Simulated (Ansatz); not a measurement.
# Work function of Fe(110): what the settings cost and change, part 3 of 3

How thick a slab and how much vacuum does the work function of Fe(110) need?

Ansatz 0.2.0; plane-wave DFT, PBE, Ansatz PAW.

So far, work function, upper face (eV): step 2 (run, setting 1 layer) 4.46; step 8 (run, 8 atoms) 4.74; step 9 (run, 10 atoms) 4.74; step 10 (slab, 13 atoms) 4.74; step 11 (run, 7 atoms) 4.73.

## (12) Run, 7 atoms (run 2)

The cell differs from the one that the last finished run ended in (c 22.176 → 26.176 Å).

Input file input.yaml:

```yaml
crystal:
  lattice:
    - [2.029396462, -1.435, 0.0]
    - [2.029396462, 1.435, 0.0]
    - [0.0, 0.0, 26.176378772]
  atoms:
    - { symbol: Fe, position: [0.0, 0.0, 0.2674166683], spin: 2.5 }
    - { symbol: Fe, position: [0.5, 0.5, 0.3449444455], spin: 2.5 }
    - { symbol: Fe, position: [0.0, 0.0, 0.4224722228], spin: 2.5 }
    - { symbol: Fe, position: [0.5, 0.5, 0.5], spin: 2.5 }
    - { symbol: Fe, position: [0.0, 0.0, 0.5775277772], spin: 2.5 }
    - { symbol: Fe, position: [0.5, 0.5, 0.6550555545], spin: 2.5 }
    - { symbol: Fe, position: [0.0, 0.0, 0.7325833317], spin: 2.5 }
magnetization:
  spin_polarized: true
kpoints:
  mp_grid: { grid: [17, 17, 1] }
hamiltonian:
  xc: pbe
scf:
  occupations: { method: fermi_dirac, width: 0.1 }
  convergence: { dr2_threshold: 1.0e-09 }
efield:
  axis: 3
  dipole_correction: true
  ramp_position: 0.97
  ramp_width: 0.06
output:
  write_potential: true
  write_density: true
  volumetric_format: npy
```

On the command line:

```bash
ansatz run input.yaml --threads 4 --pin off --max-ram 6144MiB --backend cpu --events-out ev --progress --plain --runs-dir out
```

The log of the run:

```text
[...]
Crystal: 7 atoms, lattice volume = 152.461 Å³
Basis set: ecut = 420 eV, 2981 PW (Γ)
Bands: 78, of which v1, the nominal top of the filled ones, is band 56 counted from 1 (55 counted from 0)
Symmetry: 4 space group operations
k-points: 81 of 289
[...]
k-point 1 ↑: bands = [... 52 lower, 6.2550, 6.2660, 6.2787, 6.3052, 6.3678, 6.3864, 6.4384, 6.4395, ... 18 higher]
  k-point 2 ↑: bands = [... 52 lower, 6.1587, 6.1867, 6.2537, 6.2586, 6.2765, 6.3620, 6.3759, 6.4227, ... 18 higher]
  k-point 80 ↓: bands = [... 52 lower, 9.0530, 9.3146, 9.3901, 9.7105, 9.7700, 9.8134, 9.8804, 9.9350, ... 18 higher]
[key lines of the parts left out:]
SCF converged after 18 iterations
Magnetization: 16.7348 μB (64.3674 up, 47.6326 down)
Free energy (F): -31361.652860 eV
Fermi energy:    7.536742 eV
Dipole field:    D = -0.000005 V/Å  (p = -0.000004 e·Å, saw-weighted, corrected)
Work function:   Φ+ = 4.7378 eV   Φ− = 4.7377 eV
```

Wall time 3.9 min (4 threads of Arm Neoverse N1, shared host); peak memory 2 GiB.

The work function is 4.738 eV, +0.006 eV from the run “7 layers, 10 Å of vacuum”, at 1.2 times its CPU time.

## (13) Slab, 7 atoms

The cell differs from the one that the last finished run ended in (c 26.176 → 38.176 Å).

input.yaml, the sections that differ from step 12:

```yaml
crystal:
  lattice:
    - [2.029396462, -1.435, 0.0]
    - [2.029396462, 1.435, 0.0]
    - [0.0, 0.0, 38.176378772]
  atoms:
    - { symbol: Fe, position: [0.0, 0.0, 0.3405247019], spin: 2.5 }
    - { symbol: Fe, position: [0.5, 0.5, 0.3936831346], spin: 2.5 }
    - { symbol: Fe, position: [0.0, 0.0, 0.4468415673], spin: 2.5 }
    - { symbol: Fe, position: [0.5, 0.5, 0.5], spin: 2.5 }
    - { symbol: Fe, position: [0.0, 0.0, 0.5531584327], spin: 2.5 }
    - { symbol: Fe, position: [0.5, 0.5, 0.6063168654], spin: 2.5 }
    - { symbol: Fe, position: [0.0, 0.0, 0.6594752981], spin: 2.5 }
# magnetization, kpoints, hamiltonian, scf, efield, output: as in step 12
```

The log of the run:

```text
[...]
Crystal: 7 atoms, lattice volume = 222.353 Å³
Basis set: ecut = 420 eV, 4305 PW (Γ)
Bands: 78, of which v1, the nominal top of the filled ones, is band 56 counted from 1 (55 counted from 0)
Symmetry: 4 space group operations
k-points: 81 of 289
[...]
k-point 1 ↑: bands = [... 52 lower, 2.3968, 2.4078, 2.4205, 2.4471, 2.5096, 2.5282, 2.5802, 2.5813, ... 18 higher]
  k-point 2 ↑: bands = [... 52 lower, 2.3005, 2.3285, 2.3955, 2.4004, 2.4183, 2.5039, 2.5177, 2.5645, ... 18 higher]
  k-point 80 ↓: bands = [... 52 lower, 5.1949, 5.4564, 5.5319, 5.8523, 5.9119, 5.9552, 6.0222, 6.0768, ... 18 higher]
[key lines of the parts left out:]
SCF converged after 17 iterations
Magnetization: 16.7348 μB (64.3674 up, 47.6326 down)
Free energy (F): -31361.652874 eV
Fermi energy:    3.678576 eV
Dipole field:    D = -0.000001 V/Å  (p = -0.000002 e·Å, saw-weighted, corrected)
Work function:   Φ+ = 4.7377 eV   Φ− = 4.7376 eV
```

Elapsed: 5 min, on 4 threads; peak memory 2.7 GiB; 20 min of CPU time.

The work function is 4.738 eV, -0.000 eV from the run “7 layers, 14 Å of vacuum”, at 1.3 times its CPU time.

## (14) Comparing the runs

Times are for 4 threads of Arm Neoverse N1, shared host. The runs compared:

```
no.                   setting  work function, upper face (eV)     time  memory (GiB)
  1                   1 layer                           4.463     37 s          0.63
  2                  2 layers                           4.753  1.7 min          0.72
  3                  3 layers                           4.765  1.8 min          0.92
  4                  4 layers                           4.746  2.6 min           1.2
  5                  5 layers                           4.743  3.4 min           1.5
  6                  6 layers                           4.736  4.7 min           1.9
  7                  8 layers                           4.739  6.9 min           2.7
  8                 10 layers                           4.739   11 min           3.6
  9                 13 layers                           4.739   16 min           5.3
 10  7 layers, 10 Å of vacuum                           4.732  3.2 min           1.8
 11  7 layers, 14 Å of vacuum                           4.738  3.9 min             2
 12  7 layers, 26 Å of vacuum                           4.738    5 min           2.7
```

## (15) A changed input

System of this step: Fe(110) monolayer. The cell holds 1 atom: 1 Fe. Its edges and angles: a = 2.485 Å, b = 2.485 Å, c = 18.000 Å, α = 90.0°, β = 90.0°, γ = 70.5°. Vacuum lies along c.

An input spoilt on purpose, to show how the run answers: it repeats the earlier run “1 layer” with efield.amplitude to 0 and efield.dipole_correction from true to false, and scf.max_iter set to 80; its output block differs too.

input.yaml, the sections that differ from step 13:

```yaml
crystal:
  lattice:
    - [2.029396462, -1.435, 0.0]
    - [2.029396462, 1.435, 0.0]
    - [0.0, 0.0, 18.0]
  atoms:
    - { symbol: Fe, position: [0.0, 0.0, 0.5], spin: 2.5 }
scf:
  occupations: { method: fermi_dirac, width: 0.1 }
  convergence: { dr2_threshold: 1.0e-09 }
  max_iter: 80
efield:
  axis: 3
  dipole_correction: false
  ramp_position: 0.97
  ramp_width: 0.06
  amplitude: 0
# magnetization, kpoints, hamiltonian, output: as in step 13
```

The log of the run:

```text
Error: invalid value for `efield.amplitude`: is zero with dipole_correction: false — the section would apply nothing; set a non-zero amplitude, enable dipole_correction, or remove the block
```

Run time: 0.02 s. Hardware: 4 threads; peak memory 0.07 GiB.

The input was rejected at the start.

The program's message: “Error: invalid value for `efield.amplitude`: is zero with dipole_correction: false — the section would apply nothing; set a non-zero amplitude, enable dipole_correction, or remove the block”

The fault put into the input: a field block that applies nothing.

## (16) What came out

* work function, 1 layer: 4.463 eV
* work function, 3 layers: 4.765 eV
* work function, 6 layers: 4.736 eV
* work function, 13 layers: 4.739 eV

What this shows: The thickest slab gives 4.74 eV, and the settings tried spread the value from 4.46 to 4.77 eV. At 18 Å of vacuum, the slabs from 2 layers on stay within 0.03 eV of the thickest. Going from 10 to 26 Å of vacuum moves it by 0.006 eV. The program marks the value as in doubt in “7 layers, 10 Å of vacuum”. The ladder's slabs use the tabulated experimental lattice constant (two decimals; a low-temperature value for the alkali metals). The magnetic order is the one reached from the typed start; other orders were not compared. In 1 run of the series (7 layers, 10 Å of vacuum) the program warns that electrons reach the sawtooth's ramp, which makes dipole and work function less sure.

Comparison with the measured values:

| quantity | measured | 13 layers |
| --- | --- | --- |
| work function (clean (110) face, a compiled value) (eV) | 5.12 | 4.74 (-0.38 eV) |

Measured values from arxiv:1902.07811 (2019).

**Verdict.** The work function is off by -0.38 eV: a clear miss. No cell relaxation is part of this session.

[Long decimals in the printed logs are rounded to 6 places.]

[Logs are printed without paths, hosts, clocks, repeated set-up lines and the standing remarks that a program may print on its own settings, such as how far it seeks lower states.]

[Hosts, paths, dates, database ids (printed as entryN), source tags and the programs' standing remarks are cut or masked in the printed files.]

[Maps of the electrostatic potential energy from Ansatz leave out the sawtooth potential of an applied field or a dipole correction, so their vacuum need not be flat; planar profiles and work functions include it.]
